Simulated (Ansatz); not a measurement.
# What AsAu3 (model cell, started as anti-ReO3 type) distorts into

Wanted: the energy along a soft mode of AsAu3 (model cell, started as anti-ReO3 type) and the structure at the end.

Method: DFT PBEsol, scalar-relativistic, plane waves, PAW, in Ansatz 0.2.0.

Most raw output is cut from this account.

The structure was built from a prototype and need not be the compound's stable phase.

### Step 1. Starting point

It takes space group Pm-3m (No. 221, cubic). Conventional cell: a = 4.854 Å, b = 4.854 Å, c = 4.854 Å, α = 90.00°, β = 90.00°, γ = 90.00°. As has 6 Au at 2.43 Å nearest. Au has 2 As at 2.43 Å nearest. Farther neighbours are not listed.

### Step 2. The dispersion

The cell comes from relaxations at this level that are not shown. Stability and thermal properties need the whole zone. Linear response on a 2×2×2 q mesh gives force constants as far as a supercell of that size would, and the tensors from the zone-centre run are typed in so that the long-range dipole term is interpolated apart.

input.yaml

```yaml
crystal:
  lattice:
    - [4.8540767868, 0.0, 0.0]
    - [0.0, 4.8540767868, 0.0]
    - [0.0, 0.0, 4.8540767868]
  atoms:
    - { symbol: As, position: [0.0, 0.0, 0.0] }
    - { symbol: Au, position: [0.5, 0.0, 0.0] }
    - { symbol: Au, position: [0.0, 0.5, 0.0] }
    - { symbol: Au, position: [0.0, 0.0, 0.5] }
kpoints:
  mp_grid: { grid: [6, 6, 6] }
hamiltonian:
  xc: pbesol
scf:
  occupations: { method: fixed }
output:
  eigenvalues: true
phonons:
  method: dfpt
  qmesh: [2, 2, 2]
  temperatures: { t_max: 1000, t_step: 50 }
  qpath:
    path:
      - [[0.0, 0.0, 0.0], [0.0, 0.5, 0.0], [0.5, 0.5, 0.0], [0.0, 0.0, 0.0], [0.5, 0.5, 0.5], [0.0, 0.5, 0.0]]
      - [[0.5, 0.5, 0.5], [0.5, 0.5, 0.0]]
    npoints: 10
  non_analytic_term:
    high_frequency_dielectric_tensor: [[17.4545, 0.0, 0.0], [0.0, 17.4545, 0.0], [0.0, 0.0, 17.4545]]
    born_effective_charges:
      - { species: As, tensor: [[-2.9583, 0.0, 0.0], [0.0, -2.9583, 0.0], [0.0, 0.0, -2.9583]] }
      - { species: Au, tensor: [[1.438, 0.0, 0.0], [0.0, 0.7601, 0.0], [0.0, 0.0, 0.7601]] }
      - { species: Au, tensor: [[0.7601, 0.0, 0.0], [0.0, 1.438, 0.0], [0.0, 0.0, 0.7601]] }
      - { species: Au, tensor: [[0.7601, 0.0, 0.0], [0.0, 0.7601, 0.0], [0.0, 0.0, 1.438]] }
    source: "zone-centre run at this cell"
```

Command:

```bash
$ ansatz run input.yaml --threads 4 --pin off --max-ram 7168MiB --backend cpu --events-out ev --progress --plain --runs-dir out
```

Elapsed: 2.6 min, on 4 threads of Arm Neoverse V1, shared host; peak memory 1.1 GiB.

Numbers from this step:

* gap on the k-mesh: 0.3261 eV
* volume per atom: 28.59 Å³
* sum-rule residual before enforcement: 4.25e-5 eV/Å²
* lowest frequency on the path: -98.26 cm⁻¹
* point group: m-3m
* highest frequency on the path or at a solved wavevector: 241.2 cm⁻¹
* highest optical mode at the zone centre (no LO-TO term): 234.3 cm⁻¹
* lowest optical zone-centre mode: -98.26 cm⁻¹
* lowest mode on the q mesh (acoustic modes at Γ apart): -98.26 cm⁻¹

Frequencies (cm⁻¹) solved at each irreducible wavevector; negative means imaginary. Frequencies by wavevector, by row:

```tsv
q in reciprocal lattice units	star	mode 1	mode 2	mode 3	mode 4	mode 10	mode 11	mode 12
0 0 0	1	-98.3	-98.3	-98.3	-56.7	234.3	234.3	234.3
0 0 -0.5	3	-84.2	-84.2	-50.2	-48.9	239.3	239.3	240.4
0 -0.5 -0.5	3	-66.9	-50.3	-50.3	-24.3	236.8	236.8	240.5
-0.5 -0.5 -0.5	1	-25.5	-25.5	-25.5	33.8	234.5	234.5	234.5
```

Interpolated from a 2×2×2 q mesh, with the LO-TO term (at Γ the limit along the path; where Γ stands inside the path, tables give the limit on arrival). Phonon branches along the path, in cm⁻¹:

```tsv
point	branch 1	branch 2	branch 3	branch 4	branch 9	branch 10	branch 11	branch 12
Γ	-98	-98	-94	-57	0	234	234	240
halfway	-91	-91	-63	-53	90	237	237	240
X	-84	-84	-50	-49	140	239	239	240
halfway	-76	-58	-50	-37	140	238	239	240
M	-67	-50	-50	-24	144	237	237	240
halfway	-83	-60	-59	-45	90	237	238	241
Γ	-98	-98	-94	-57	0	234	234	240
halfway	-49	-47	-47	-37	91	237	237	241
R	-26	-26	-26	34	146	234	234	234
halfway	-46	-38	-37	-36	140	237	238	239
X	-84	-84	-50	-49	140	239	239	240
jump to R	-26	-26	-26	34	146	234	234	234
halfway	-38	-38	-25	17	143	236	236	238
M	-67	-50	-50	-24	144	237	237	240
```

Symmetry leaves 4 wavevectors to solve. The lowest mode among them, the acoustic zeros apart, lies at Γ and is imaginary, 98.3i cm⁻¹, so the energy falls along it.

### Step 3. The mode frozen in, largest atomic shift 0 Å

The mode followed lies at q = (0, 0, -0.5) with frequency 84.2i cm⁻¹ and is 2-fold degenerate, one of the unstable modes though not the softest. At small amplitude the distorted cell has space group no. 51 by a symmetry search on the positions. The undistorted cell that holds it gives the zero of energy on the same k mesh.

System of this step: AsAu3 (model cell, started as anti-ReO3 type). The structure is cubic, space group Pm-3m (No. 221). The conventional cell has a = 4.854 Å, b = 4.854 Å, c = 4.854 Å, α = 90.00°, β = 90.00°, γ = 90.00°. Nearest to As lie 6 Au at 2.43 Å. Nearest to Au lie 2 As at 2.43 Å. Au has 2 As at 2.43 Å nearest. Farther neighbours are not listed.

input.yaml

```yaml
crystal:
  lattice:
    - [4.8540767868, 0.0, 0.0]
    - [0.0, 4.8540767868, 0.0]
    - [0.0, 0.0, 9.7081535735]
  atoms:
    - { symbol: As, position: [0.0, 0.0, 0.5] }
    - { symbol: As, position: [0.0, 0.0, 0.0] }
    - { symbol: Au, position: [0.5, 0.0, 0.0] }
    - { symbol: Au, position: [0.5, 0.0, 0.5] }
    - { symbol: Au, position: [0.0, 0.5, 0.0] }
    - { symbol: Au, position: [0.0, 0.5, 0.5] }
    - { symbol: Au, position: [0.0, 0.0, 0.25] }
    - { symbol: Au, position: [0.0, 0.0, 0.75] }
kpoints:
  mp_grid: { grid: [6, 6, 4] }
hamiltonian:
  xc: pbesol
scf:
  occupations: { method: gaussian, width: 0.02 }
output:
  forces: true
  stress: true
  eigenvalues: true
```

Elapsed: 8.1 s, on 4 threads; peak memory 0.93 GiB.

Numbers from this step:

```yaml
pressure: 0.001385 GPa
gap_on_the_k_mesh: 0.3267 eV
energy_from_the_undistorted_cell: 0 meV/atom
```

At this level the gap is 0.33 eV on the k-mesh of the self-consistent run, which can miss the band edges.

### Step 4. The mode frozen in, largest atomic shift 0.45 Å

The atoms are moved along the unstable eigenvector, the largest shift by 0.45 Å, with the cell fixed.

input.yaml, the sections that differ from step 3:

```yaml
crystal:
  lattice:
    - [4.8540767868, 0.0, 0.0]
    - [0.0, 4.8540767868, 0.0]
    - [0.0, 0.0, 9.7081535735]
  atoms:
    - { symbol: As, position: [-0.0927055792, 0.0, 0.5] }
    - { symbol: As, position: [0.0927055792, 0.0, 0.0] }
    - { symbol: Au, position: [0.5652526065, 0.0, 0.0] }
    - { symbol: Au, position: [0.4347473935, 0.0, 0.5] }
    - { symbol: Au, position: [-0.0690083177, 0.5, 0.0] }
    - { symbol: Au, position: [0.0690083177, 0.5, 0.5] }
    - { symbol: Au, position: [0.0, 0.0, 0.25] }
    - { symbol: Au, position: [0.0, 0.0, 0.75] }
# kpoints, hamiltonian, scf, output: as in step 3
```

Wall time 13 s (4 threads); peak memory 1.1 GiB; 51 s of CPU time.

Numbers from this step:

| Property | Result |
| --- | --- |
| pressure | -1.958 GPa |
| gap on the k-mesh | 0 eV |
| energy from the undistorted cell | -68.44 meV/atom |

The energy, extrapolated to zero smearing, is -68.44 meV/atom against the undistorted cell.

The run ends at a pressure of -1.96 GPa, with forces up to 1.9 eV/Å.

### Step 5. Energy along the mode, all amplitudes (two of the runs are shown above)

An imaginary frequency means negative curvature, so the energy should fall and then rise again as anharmonic terms take over.

Numbers from this step:

```
depth at the lowest point sampled  : 68.44 meV/atom
largest atomic shift at that point : 0.45 Å
```

Table of energy from the parent by largest atomic shift:

```tsv
largest atomic shift (Å)	energy from the parent (meV/atom)
0.000	0
0.040	-1.43
0.080	-5.50
0.140	-15.3
0.220	-31.7
0.320	-50.9
0.450	-68.4
0.600	-61.6
```

Displacement at unit largest shift by atom:

```tsv
atom	x (Å)	y (Å)	z (Å)	size
As1	-1.00	0.00	0.00	1.00
As2	1.00	0.00	0.00	1.00
Au3	0.70	0.00	0.00	0.70
Au4	-0.70	0.00	0.00	0.70
Au5	-0.74	0.00	0.00	0.74
Au6	0.74	0.00	0.00	0.74
Au7	0.00	0.00	0.00	0.00
Au8	0.00	0.00	0.00	0.00
```

The lowest of the steps tried is at 0.45 Å, 68.4 meV/atom below the parent; the bottom of the well need not coincide with a step.

### Step 6. Relaxation from the frozen mode

Starting from the lowest point found, all atoms and the cell are let go, so that strain and other modes of the same symmetry can join in.

Edit input.yaml of step 4 so:

```diff
@@ -19,3 +19,3 @@
 scf:
-  occupations: { method: gaussian, width: 0.02 }
+  occupations: { method: fixed }
 output:
@@ -24 +24,6 @@
   eigenvalues: true
+relax:
+  adjacent_minimum: "off"
+  f_tol: 0.002
+  max_steps: 120
+  cell: { stress_tol: 0.03 }
```

Run time: 2.4 min. Hardware: 4 threads; peak memory 1.1 GiB.

Step by step:

```tsv
step	energy less that of the first step (eV)	largest force component (eV/Å)	pressure (GPa)	volume (Å³)
1	0.0000	1.9195	-2.02	228.74
2	-0.4503	0.4390	1.40	214.02
3	-0.6917	0.5523	0.49	214.45
4	-0.8227	0.1929	0.14	212.25
5	-0.8518	0.1215	0.05	210.97
6	-0.8537	0.0154	0.00	211.04
7	-0.8538	0.0024	0.00	211.09
8	-0.8538	0.0001	0.00	211.10
9*	-0.8511	0.0005	0.00	211.10
```

Relaxation steps marked * repeat the geometry before them on a plane-wave basis chosen anew for their cell, so energy and pressure can jump there.

Forces are held to the 8 operations that the run works with; a distortion that breaks them can't arise in this run.

```tsv
cell as run	before	after	change
a (Å)	4.854	5.072	+4.5 %
b (Å)	4.854	4.614	-4.9 %
c (Å)	9.708	9.021	-7.1 %
volume (Å³/atom)	28.59	26.39	-7.7 %
```

The atoms that moved most (Å, as changes of fractional coordinates times the final cell):

```tsv
atom	dx	dy	dz	length
Au4	-0.582	0.000	0.000	0.582
Au3	0.582	0.000	0.000	0.582
As1	-0.570	0.000	0.000	0.570
As2	0.570	0.000	0.000	0.570
Au5	0.449	0.000	0.000	0.449
Au6	-0.449	0.000	0.000	0.449
```

This step gave:

```yaml
pressure: -0.001959 GPa
volume_per_atom: 26.39 Å³
```

The distorted start has space group Pmma; the relaxation ends in Pmma.

### Step 7. The new phase in its own primitive cell

The relaxed structure is symmetrised, reduced to its primitive cell and relaxed tightly, as its phonons need.

input.yaml

```yaml
crystal:
  lattice:
    - [9.0207351927, 0.0, 0.0]
    - [0.0, 4.613882861, 0.0]
    - [0.0, 0.0, 5.0719336068]
  atoms:
    - { symbol: As, position: [0.25, 0.0, 0.2051585429] }
    - { symbol: As, position: [0.75, 0.0, 0.7948414571] }
    - { symbol: Au, position: [0.75, 0.0, 0.3200578159] }
    - { symbol: Au, position: [0.25, 0.0, 0.6799421841] }
    - { symbol: Au, position: [0.75, 0.5, 0.9805007706] }
    - { symbol: Au, position: [0.25, 0.5, 0.0194992294] }
    - { symbol: Au, position: [0.5, 0.0, 0.0] }
    - { symbol: Au, position: [0.0, 0.0, 0.0] }
kpoints:
  mp_grid: { grid: [4, 8, 8] }
hamiltonian:
  xc: pbesol
scf:
  occupations: { method: fixed }
output:
  forces: true
  stress: true
  eigenvalues: true
relax:
  adjacent_minimum: "off"
  f_tol: 0.001
  max_steps: 60
  cell: { stress_tol: 0.01 }
```

Elapsed: 2.6 min, on 4 threads; peak memory 1.3 GiB; 10 min of CPU time.

Relaxation path:

```tsv
step	energy less that of the first step (eV)	largest force component (eV/Å)	pressure (GPa)	volume (Å³)
1	0.0000	0.0112	0.05	211.10
2	-0.0002	0.0063	-0.01	211.32
3	-0.0001	0.0107	-0.03	211.30
4	-0.0004	0.0014	0.00	211.19
5	-0.0004	0.0010	0.00	211.18
6*	-0.0004	0.0010	0.00	211.18
```

Relaxation steps marked * repeat the geometry before them on a plane-wave basis chosen anew for their cell, so energy and pressure can jump there. Relaxation step 3 was tried and not accepted.

The run keeps the 8 symmetry operations that it works with, so distortions that break them were not tested.

```tsv
conventional cell, symmetrised	before	after	change
a (Å)	9.021	9.000	-0.2 %
b (Å)	4.614	4.615	+0.0 %
c (Å)	5.072	5.084	+0.2 %
volume (Å³/atom)	26.39	26.40	+0.0 %
```

The atoms that moved most (Å, as changes of fractional coordinates times the final cell):

```tsv
atom	dx	dy	dz	length
Au6	0.000	0.000	0.012	0.012
Au5	0.000	0.000	-0.012	0.012
As1	0.000	0.000	0.008	0.008
As2	0.000	0.000	-0.008	0.008
```

Final coordinates:

```cif
data_structure
_symmetry_space_group_name_H-M 'P 1'
_symmetry_Int_Tables_number 1
_cell_length_a 9.0002
_cell_length_b 4.6149
_cell_length_c 5.0844
_cell_angle_alpha 90.000
_cell_angle_beta 90.000
_cell_angle_gamma 90.000
_cell_volume 211.18
loop_
_atom_site_label
_atom_site_type_symbol
_atom_site_fract_x
_atom_site_fract_y
_atom_site_fract_z
_atom_site_occupancy
As1 As 0.25000 0.00000 0.20677 1
As2 As 0.75000 0.00000 0.79323 1
Au3 Au 0.75000 0.00000 0.31942 1
Au4 Au 0.25000 0.00000 0.68058 1
Au5 Au 0.75000 0.50000 0.97823 1
Au6 Au 0.25000 0.50000 0.02177 1
Au7 Au 0.50000 0.00000 0.00000 1
Au8 Au 0.00000 0.00000 0.00000 1
```

Numbers from this step:

```yaml
pressure: 0.001531 GPa
volume_per_atom: 26.40 Å³
```

The largest force component left is 0.97 meV/Å and the pressure is 0.002 GPa, within the tolerances set. The cell now holds 26.40 Å³/atom.

### Step 8. Results

| Item | Value |
| --- | --- |
| unstable mode of the parent | q = (0, 0, -0.5), 84i cm⁻¹ |
| depth at the lowest point sampled | 68.4 meV/atom |
| largest atomic shift at that point | 0.45 Å |
| space group reached (within 0.01 Å) | Pmma |
| energy gained over the parent (first relaxation, on the mesh of the frozen mode) | 163 meV/atom |
| volume per atom, phase reached | 26.4 Å³ |

Along this mode the structure falls into Pmma, 163 meV/atom below the parent. At the parent's cell the well is 68.44 meV/atom deep on the steps tried, with its lowest point at a shift of 0.45 Å. Relaxing atoms and cell changes the gain by +94.50 meV/atom against the lowest step (energies at zero smearing). The modes of the phase reached were not computed on this path. Of the 5 patterns followed to their end from this parent, this one ends 208 meV/atom above the lowest, Cmcm. Each path keeps the symmetry of its pattern, so a lower phase may lie along a pattern not tried. Spin-orbit coupling is left out, which can matter for the heavy elements here. The starting cell was built on a prototype and not taken from a measurement, so the phase need not exist.

[Logs are printed without paths, hosts, clocks, repeated set-up lines and the standing remarks that a program may print on its own settings, such as how far it seeks lower states.]

[Hosts, paths, dates, database ids (printed as entryN), source tags and the programs' standing remarks are cut or masked in the printed files.]
